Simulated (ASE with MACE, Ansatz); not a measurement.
## Finding the fault: liquid Be13.8F57.7La0.8Li27.7 at 873 K (253 atoms)

Program: Ansatz 0.2.0. The cell: 35 Be, 146 F, 2 La and 70 Li.

Contents of input.yaml:

```yaml
crystal:
  lattice:
    - [14.6856, 0.0, 0.0]
    - [0.0, 14.6856, 0.0]
    - [0.0, 0.0, 14.6856]
  atoms:
    - { symbol: Be, position: [0.96333, 0.45387, 0.44397] }
    - { symbol: Be, position: [0.40634, 0.85467, 0.97316] }
    - { symbol: Be, position: [0.82101, 0.19221, 0.17927] }
    - { symbol: Be, position: [0.40496, 0.44461, 0.27705] }
    - { symbol: Be, position: [0.38014, 0.89844, 0.48601] }
    - { symbol: Be, position: [0.61881, 0.10669, 0.0069] }
    - { symbol: Be, position: [0.60668, 0.63613, 0.99845] }
    - { symbol: Be, position: [0.64564, 0.69343, 0.52793] }
    - { symbol: Be, position: [0.12296, 0.2508, 0.84564] }
    - { symbol: Be, position: [0.22193, 0.92079, 0.16209] }
    - { symbol: Be, position: [0.60351, 0.43466, 0.12528] }
    - { symbol: Be, position: [0.49272, 0.29587, 0.79112] }
    - { symbol: Be, position: [0.25713, 0.16625, 0.28189] }
    - { symbol: Be, position: [0.52629, 0.1376, 0.18012] }
    - { symbol: Be, position: [0.059, 0.41745, 0.07692] }
    - { symbol: Be, position: [0.14027, 0.79033, 0.2964] }
    - { symbol: Be, position: [0.71565, 0.45196, 0.95246] }
    - { symbol: Be, position: [0.51425, 0.18448, 0.53898] }
    [... 229 atom lines left out ...]
    - { symbol: Li, position: [0.44425, 0.48651, 0.78821] }
    - { symbol: Li, position: [0.74501, 0.93685, 0.96477] }
    - { symbol: Li, position: [0.24148, 0.38355, 0.95151] }
    - { symbol: Li, position: [0.35475, 0.21578, 0.44502] }
    - { symbol: Li, position: [0.9371, 0.42572, 0.22547] }
    - { symbol: Li, position: [0.80576, 0.31926, 0.81148] }
kpoints:
  mp_grid: { grid: [1, 1, 1] }
hamiltonian:
  xc: pbe
scf:
  occupations: { method: gaussian, width: 0.05 }
  max_iter: 60
output:
  forces: true
magnetization:
  spin_polarized: 2.5
```

Run with:

```sh
$ ansatz run input.yaml --threads 8 --pin off --max-ram 15872MiB --backend cpu --events-out ev --progress --plain --runs-dir out
```

Log:

```text
Error: YAML parse error: error: line 270 column 19: invalid boolean (strict mode expects true/false)
   --> <input>:270:19
    |
268 |   forces: true
269 | magnetization:
270 |   spin_polarized: 2.5
    |                   ^ invalid boolean (strict mode expects true/false)
```

Wall time 0.03 s (8 threads of Arm Neoverse N1, shared host); peak memory 0.022 GiB.

Q: Name the fault and the fix.

A value that the key doesn't take: magnetization.spin_polarized = 2.5.

The fix is to take out magnetization.spin_polarized.

The program refused it before any cycle.

[Logs are printed without paths, hosts, clocks, repeated set-up lines and the standing remarks that a program may print on its own settings, such as how far it seeks lower states.]

[Hosts, paths, dates, database ids (printed as entryN), source tags and the programs' standing remarks are cut or masked in the printed files.]
